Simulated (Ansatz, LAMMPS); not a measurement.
# Glassy CaAl2Si6O16 (125 atoms): geometry optimisation, part 2 of 3

Wanted: the relaxed structure of glassy CaAl2Si6O16 (125 atoms) and its electronic structure.

Ansatz 0.2.0; Kohn-Sham DFT, PBE, PAW (set soft_2), plane waves.

The cell: 10 Al, 5 Ca, 80 O and 30 Si. The quench rate of 10 K/ps far exceeds what a furnace or splat quench reaches. The starting topology of bonds comes from the classical model. Only the Γ point is sampled, in a cell whose shortest periodic width is 12 Å.

So far. Step 3 (Single point at the start): Neighbours are counted within 2.12 Å (O-Si), 2.43 Å (O-Al), 3.08 Å (O-Ca).

### Step 4. Relaxation

The atoms are relaxed in the fixed cell, aiming at the force tolerance of the input.

The input, input.yaml:

```yaml
crystal:
  lattice:
    - [11.75268, 0.0, 0.0]
    - [0.0, 11.75268, 0.0]
    - [0.0, 0.0, 11.75268]
  atoms:
    [... the 125 atom lines of step 3 ...]
kpoints:
  mp_grid: { grid: [1, 1, 1] }
hamiltonian:
  xc: pbe
scf:
  occupations: { method: gaussian, width: 0.025 }
output:
  forces: true
relax:
  f_tol: 0.03
  max_steps: 200
```

On the command line:

```sh
> ansatz run input.yaml --threads 4 --pin off --max-ram 8192MiB --backend cpu --events-out ev --progress --plain --runs-dir out
```

Numbers of over 12 decimals in the logs are rounded to 6 here.

The log of the run:

```text
[...]
Crystal: 125 atoms, lattice volume = 1623.345 Å³
Basis set: ecut = 420 eV, 31559 PW (Γ), exchange–correlation on 160×160×160 points (8 copies of the dense FFT grid, shifted against one another)
Bands: 465, of which v1, the nominal top of the filled ones, is band 340 counted from 1 (339 counted from 0)
Symmetry: 1 space group operations
[...]
k-points: 1
[...]
SCF iter   1: F=—  HF=-79066.819712 eV  |F-HF|=—  |Δ(HF+E_count)|=         —  Δρ=2.21e-3  dr2=1.07e-1  ethr=1.77e-3  ⟨swp⟩=7.0  Hψ=2398  notcnv=0  defer=106
[...]
SCF iter   6: F=-79066.823785 eV  HF=-79066.823785 eV  |F-HF|=1.51e-7  |Δ(HF+E_count)|=   8.10e-6  Δρ=3.57e-5  dr2=1.94e-5  ethr=3.31e-9  ⟨swp⟩=3.0  Hψ=1419  notcnv=0
SCF 1 converged in 6 iterations: F = -79066.823785 eV  dr2 = 1.94e-5
[...]
relax step   1: F+E_penalty+E_count = -79066.82378496 eV  Δ(F+E_penalty+E_count) = +0.000e0 eV  max|allowed force component| = 5.669e0 eV/Å  Δτ_max = 0.0000 Å  (6 SCF iters, dr2 threshold 2.25e-5 eV, accepted)
[...]
relax step   2: F+E_penalty+E_count = -79071.79344431 eV  Δ(F+E_penalty+E_count) = -4.970e0 eV  max|allowed force component| = 3.550e0 eV/Å  Δτ_max = 0.1948 Å  (7 SCF iters, dr2 threshold 1.00e-4 eV, accepted)
[...]
relax step   3: F+E_penalty+E_count = -79074.85519264 eV  Δ(F+E_penalty+E_count) = -3.062e0 eV  max|allowed force component| = 7.819e-1 eV/Å  Δτ_max = 0.1818 Å  (7 SCF iters, dr2 threshold 1.00e-4 eV, accepted)
relax step   4: F+E_penalty+E_count = -79075.51163429 eV  Δ(F+E_penalty+E_count) = -6.564e-1 eV  max|allowed force component| = 1.246e0 eV/Å  Δτ_max = 0.2000 Å  (7 SCF iters, dr2 threshold 3.82e-5 eV, accepted)
relax step   5: F+E_penalty+E_count = -79075.86270658 eV  Δ(F+E_penalty+E_count) = -3.511e-1 eV  max|allowed force component| = 3.233e-1 eV/Å  Δτ_max = 0.2000 Å  (7 SCF iters, dr2 threshold 9.71e-5 eV, accepted)
relax step   6: F+E_penalty+E_count = -79075.91417644 eV  Δ(F+E_penalty+E_count) = -5.147e-2 eV  max|allowed force component| = 3.652e-1 eV/Å  Δτ_max = 0.2000 Å  (8 SCF iters, dr2 threshold 7.03e-6 eV, accepted)
relax step   7: F+E_penalty+E_count = -79075.99438265 eV  Δ(F+E_penalty+E_count) = -8.021e-2 eV  max|allowed force component| = 1.181e-1 eV/Å  Δτ_max = 0.0931 Å  (7 SCF iters, dr2 threshold 8.97e-6 eV, accepted)
relax step   8: F+E_penalty+E_count = -79076.00896238 eV  Δ(F+E_penalty+E_count) = -1.458e-2 eV  max|allowed force component| = 3.656e-2 eV/Å  Δτ_max = 0.0520 Å  (7 SCF iters, dr2 threshold 1.46e-6 eV, accepted)
relax step   9: F+E_penalty+E_count = -79076.01038018 eV  Δ(F+E_penalty+E_count) = -1.418e-3 eV  max|allowed force component| = 1.348e-1 eV/Å  Δτ_max = 0.0359 Å  (8 SCF iters, accepted)
relax step  10: F+E_penalty+E_count = -79076.01284476 eV  Δ(F+E_penalty+E_count) = -2.465e-3 eV  max|allowed force component| = 4.206e-2 eV/Å  Δτ_max = 0.0236 Å  (6 SCF iters, dr2 threshold 1.74e-6 eV, accepted)
[...]
relax step  11: F+E_penalty+E_count = -79076.01341300 eV  Δ(F+E_penalty+E_count) = -5.682e-4 eV  max|allowed force component| = 1.423e-2 eV/Å  Δτ_max = 0.0064 Å  (7 SCF iters, accepted)
SCF converged after 7 iterations
Free energy (F): -79076.013413 eV
[...]
Internal energy: -79076.013413 eV  (E = F + TS)
E sigma→0 (E₀):  -79076.013413 eV
Fermi energy:    6.005053 eV
[...]
--- Forces (eV/Å), atoms counted from 1 ---
  atom   1  Al     0.00764206     0.00139391    -0.00303201
  atom   2  Al    -0.00029039    -0.00080522    -0.00030475
  atom   3  Al    -0.00278333     0.00568021     0.00486565
  atom   4  Al    -0.00019371    -0.00305830    -0.00377547
  atom   5  Al    -0.00017820     0.00148687    -0.00032589
  atom   6  Al    -0.00237446     0.00110535    -0.00133283
  atom   7  Al    -0.00286590    -0.00256813    -0.00116116
  atom   8  Al     0.00169268     0.00019058     0.00316275
  atom   9  Al     0.00326405    -0.00459005     0.00310099
  atom  10  Al     0.00063920    -0.00105040    -0.00120959
  atom  11  Ca     0.00136009    -0.00340754     0.00663539
  atom  12  Ca    -0.00188105     0.00147502     0.00264229
  atom  13  Ca     0.00150641    -0.01002795     0.00556388
  atom  14  Ca     0.00196643     0.00837940    -0.00706959
[...]
atom 124  Si    -0.00205303     0.00007428     0.00277057
  atom 125  Si    -0.00250284    -0.00134020    -0.00815429
  max |Σ_I F_I| component: 6.55e-5 eV/Å
--- Relaxed structure (11 steps of the walk, 11 accepted, 0 SCFs on fresh bases) ---
  F+E_penalty+E_count = -79076.01341300 eV   max|allowed force component| = 1.423e-2 eV/Å
  atoms:
    - { symbol: Al, position: [0.916774, 0.782241, 0.963394] }
    - { symbol: Al, position: [0.708347, 0.619464, 0.627370] }
    - { symbol: Al, position: [0.565307, 0.258205, 0.782427] }
    - { symbol: Al, position: [0.838625, 0.802977, 0.496374] }
[...]
- { symbol: Si, position: [0.696552, 0.836216, 0.807849] }
```

Elapsed: 82 s, on 4 threads of Intel Xeon 6975P-C (Granite Rapids), shared host; peak memory 2.3 GiB.

Relaxation path:

| step | energy less that of the first step (eV) | largest force component (eV/Å) |
| --- | --- | --- |
| 1 | 0.0000 | 5.6686 |
| 2 | -4.9697 | 3.5503 |
| 3 | -8.0314 | 0.7819 |
| 4 | -8.6878 | 1.2464 |
| 5 | -9.0389 | 0.3233 |
| 6 | -9.0904 | 0.3652 |
| 7 | -9.1706 | 0.1181 |
| 8 | -9.1852 | 0.0366 |
| 9 | -9.1866 | 0.1348 |
| 10 | -9.1891 | 0.0421 |
| 11 | -9.1896 | 0.0142 |

The atoms that moved most (Å):

| atom | dx | dy | dz | length |
| --- | --- | --- | --- | --- |
| Ca11 | 0.259 | -0.297 | 0.270 | 0.478 |
| O29 | -0.290 | 0.136 | -0.312 | 0.447 |
| O88 | -0.274 | -0.246 | 0.137 | 0.393 |
| O47 | -0.217 | -0.259 | -0.198 | 0.391 |
| O91 | -0.038 | 0.202 | 0.304 | 0.367 |
| O20 | 0.131 | -0.313 | 0.056 | 0.344 |
| O50 | 0.238 | -0.187 | 0.129 | 0.329 |
| O69 | 0.294 | 0.097 | 0.051 | 0.313 |

The relaxation changed the energy by -73.5 meV/atom, and atoms moved by 0.19 Å r.m.s., 0.48 Å at most.

### Step 5. Structure statistics after relaxation

Bonds before and after, by the cutoffs listed below:

| pair | bonds before | bonds after | mean before (Å) | mean after (Å) | spread before (Å) | spread after (Å) |
| --- | --- | --- | --- | --- | --- | --- |
| O-Si | 120 | 120 | 1.615 | 1.634 | 0.043 | 0.032 |
| O-Al | 41 | 41 | 1.760 | 1.783 | 0.101 | 0.079 |
| O-Ca | 32 | 32 | 2.550 | 2.476 | 0.199 | 0.207 |

Density 2.65 g/cm³, 12.99 Å³ an atom.

g(r), total and by pair (bins of 0.2 Å):

| r (Å) | total | O-O | O-Si | O-Al | O-Ca | Si-Si | Si-Al |
| --- | --- | --- | --- | --- | --- | --- | --- |
| 1.50 | 0.50 | 0.00 | 1.62 | 0.00 | 0.00 | 0.00 | 0.00 |
| 1.70 | 3.99 | 0.00 | 10.52 | 7.49 | 0.00 | 0.00 | 0.00 |
| 1.90 | 0.29 | 0.00 | 0.00 | 2.78 | 0.00 | 0.00 | 0.00 |
| 2.10 | 0.07 | 0.00 | 0.00 | 0.19 | 1.06 | 0.00 | 0.00 |
| 2.30 | 0.14 | 0.04 | 0.00 | 0.00 | 2.46 | 0.00 | 0.00 |
| 2.50 | 0.57 | 1.00 | 0.00 | 0.00 | 3.13 | 0.00 | 0.00 |
| 2.70 | 2.00 | 4.60 | 0.00 | 0.00 | 1.52 | 0.00 | 0.90 |
| 2.90 | 0.69 | 1.13 | 0.06 | 0.09 | 0.40 | 1.34 | 1.74 |
| 3.10 | 0.99 | 0.97 | 0.20 | 0.60 | 0.17 | 4.32 | 3.37 |
| 3.30 | 0.83 | 0.74 | 0.79 | 0.82 | 0.14 | 0.68 | 2.03 |
| 3.50 | 0.97 | 0.80 | 1.22 | 1.51 | 0.67 | 0.00 | 0.18 |
| 3.70 | 0.83 | 0.59 | 1.18 | 1.01 | 0.93 | 0.00 | 0.77 |
| 3.90 | 1.11 | 0.58 | 1.85 | 1.80 | 1.06 | 0.46 | 0.28 |
| 4.10 | 1.17 | 0.65 | 1.90 | 1.49 | 1.43 | 0.68 | 0.91 |
| 4.30 | 1.25 | 0.83 | 1.73 | 1.79 | 0.96 | 1.09 | 1.17 |
| 4.50 | 0.99 | 0.92 | 0.80 | 1.08 | 1.98 | 1.50 | 0.96 |
| 4.70 | 1.01 | 1.15 | 0.77 | 0.66 | 1.61 | 1.16 | 1.38 |
| 4.90 | 1.12 | 1.54 | 0.55 | 0.74 | 1.02 | 1.97 | 1.25 |
| 5.10 | 1.04 | 1.47 | 0.63 | 0.72 | 0.94 | 0.94 | 1.23 |
| 5.30 | 1.04 | 1.31 | 0.78 | 0.65 | 0.81 | 1.28 | 1.06 |
| 5.50 | 0.94 | 1.01 | 0.88 | 0.80 | 0.37 | 1.33 | 1.22 |
| 5.70 | 0.92 | 0.78 | 1.17 | 0.90 | 0.40 | 0.97 | 1.06 |

Bonds by pair of elements; cutoffs follow the first minimum of g(r), held within bounds set by covalent radii, and pairs that aren't listed don't count as bonded:

| pair A-B | cutoff (Å) | bonds | mean length (Å) | spread (Å) | shortest (Å) | B about A | A about B |
| --- | --- | --- | --- | --- | --- | --- | --- |
| O-Si | 2.08 | 120 | 1.63 | 0.032 | 1.57 | 1.5 | 4 |
| O-Al | 2.43 | 41 | 1.78 | 0.079 | 1.70 | 0.512 | 4.1 |
| O-Ca | 3.02 | 32 | 2.48 | 0.207 | 2.08 | 0.4 | 6.4 |

How many atoms have how many bonded neighbours:

| element | mean | 2 | 3 | 4 | 5 | 6 | 8 |
| --- | --- | --- | --- | --- | --- | --- | --- |
| Al | 4.1 | 0 | 0 | 9 | 1 | 0 | 0 |
| Ca | 6.4 | 0 | 0 | 0 | 0 | 4 | 1 |
| O | 2.41 | 50 | 27 | 3 | 0 | 0 | 0 |
| Si | 4 | 0 | 0 | 30 | 0 | 0 | 0 |

Bond angles, per cent of each kind in bins of 5°:

| angle (°) | O-Si-O | O-Ca-O | O-Al-O | Ca-O-Si | Si-O-Si |
| --- | --- | --- | --- | --- | --- |
| 50–55 | 0.0 | 1.1 | 0.0 | 0.0 | 0.0 |
| 55–60 | 0.0 | 8.0 | 0.0 | 0.0 | 0.0 |
| 60–65 | 0.0 | 6.8 | 0.0 | 0.0 | 0.0 |
| 65–70 | 0.0 | 2.3 | 0.0 | 0.0 | 0.0 |
| 70–75 | 0.0 | 4.5 | 0.0 | 0.0 | 0.0 |
| 75–80 | 0.0 | 4.5 | 3.1 | 0.0 | 0.0 |
| 80–85 | 0.0 | 5.7 | 0.0 | 0.0 | 0.0 |
| 85–90 | 0.6 | 6.8 | 0.0 | 4.5 | 0.0 |
| 90–95 | 1.1 | 10.2 | 6.2 | 6.8 | 0.0 |
| 95–100 | 3.3 | 5.7 | 12.5 | 15.9 | 0.0 |
| 100–105 | 14.4 | 4.5 | 20.3 | 25.0 | 0.0 |
| 105–110 | 33.9 | 3.4 | 18.8 | 2.3 | 0.0 |
| 110–115 | 33.9 | 8.0 | 14.1 | 6.8 | 0.0 |
| 115–120 | 8.9 | 2.3 | 9.4 | 4.5 | 2.4 |
| 120–125 | 3.3 | 3.4 | 4.7 | 13.6 | 7.1 |
| 125–130 | 0.0 | 1.1 | 4.7 | 6.8 | 7.1 |
| 130–135 | 0.6 | 3.4 | 3.1 | 2.3 | 19.0 |
| 135–140 | 0.0 | 2.3 | 1.6 | 0.0 | 9.5 |
| 140–145 | 0.0 | 3.4 | 0.0 | 0.0 | 11.9 |
| 145–150 | 0.0 | 4.5 | 0.0 | 4.5 | 7.1 |
| 150–155 | 0.0 | 2.3 | 0.0 | 4.5 | 16.7 |
| 155–160 | 0.0 | 2.3 | 0.0 | 2.3 | 4.8 |
| 160–165 | 0.0 | 0.0 | 0.0 | 0.0 | 0.0 |
| 165–170 | 0.0 | 2.3 | 1.6 | 0.0 | 4.8 |
| 170–175 | 0.0 | 1.1 | 0.0 | 0.0 | 7.1 |
| 175–180 | 0.0 | 0.0 | 0.0 | 0.0 | 2.4 |

Bond angles (no mean is given where the spread exceeds 20°):

| angle | count | mean (°) | spread (°) |
| --- | --- | --- | --- |
| O-Si-O | 180 | 109 | 5.6 |
| O-Ca-O | 88 | - | - |
| O-Al-O | 64 | 109 | 13.7 |
| Ca-O-Si | 44 | 112 | 18.2 |
| Si-O-Si | 42 | 144 | 14.8 |

Oxygen atoms by the number of network formers (Si, P, Ge, B, Al, As, Ga) bound to them:

| network formers bound to O | O atoms | per cent |
| --- | --- | --- |
| 0 | 0 | 0 |
| 1 | 4 | 5 |
| 2 | 71 | 88.8 |
| 3 | 5 | 6.2 |

Network units: each former by its oxygen neighbours and how many of them bridge to another former:

| former | O neighbours | bridging O | atoms |
| --- | --- | --- | --- |
| Si | 4 | 3 | 4 |
| Si | 4 | 4 | 26 |
| Al | 4 | 4 | 9 |
| Al | 5 | 5 | 1 |

Bond length by coordination (bonds to H left out):

| element | coordination | atoms | mean bond length (Å) |
| --- | --- | --- | --- |
| Al | 4 | 9 | 1.77 |
| Al | 5 | 1 | 1.89 |
| Ca | 6 | 4 | 2.46 |
| Ca | 8 | 1 | 2.53 |
| O | 2 | 50 | 1.66 |
| O | 3 | 27 | 1.95 |
| O | 4 | 3 | 2.11 |

Rings of the network by King's shortest-path rule, up to 12 atoms, one path for each pair of neighbours; H, halogens, alkali and alkaline-earth atoms are left out, and the last column divides by all other atoms, bonded or not:

| ring size (atoms) | rings | per network atom |
| --- | --- | --- |
| 4 | 2 | 0.017 |
| 6 | 2 | 0.017 |
| 8 | 10 | 0.083 |
| 10 | 16 | 0.133 |
| 12 | 29 | 0.242 |

For some of the pairs, g(r) has its first main peak near 2.7 Å (O-O), 1.6 Å (O-Si), 1.8 Å (O-Al), 2.4 Å (O-Ca), 3.1 Å (Si-Si) and 3.1 Å (Si-Al). By these cutoffs 90 % of Al atoms have 4, 80 % of Ca atoms have 6, 62 % of O atoms have 2 and all Si atoms have 4 bonded neighbours. The O-Si-O angle averages 109° with a spread of 6°. 89 % of the oxygens bridge two formers (Si and Al) and 5 % are non-bridging; 6 % join three. The commonest Si unit has 4 oxygens, 4 of them shared with other formers (26 of 30 atoms). Rings of 12 atoms are the most common (49 % of those counted); sizes run from 4 to 12, where the search stops.

[end of part 2 of 3]

[Logs are printed without paths, hosts, clocks, repeated set-up lines and the standing remarks that a program may print on its own settings, such as how far it seeks lower states.]

[Hosts, paths, dates, database ids (printed as entryN), source tags and the programs' standing remarks are cut or masked in the printed files.]
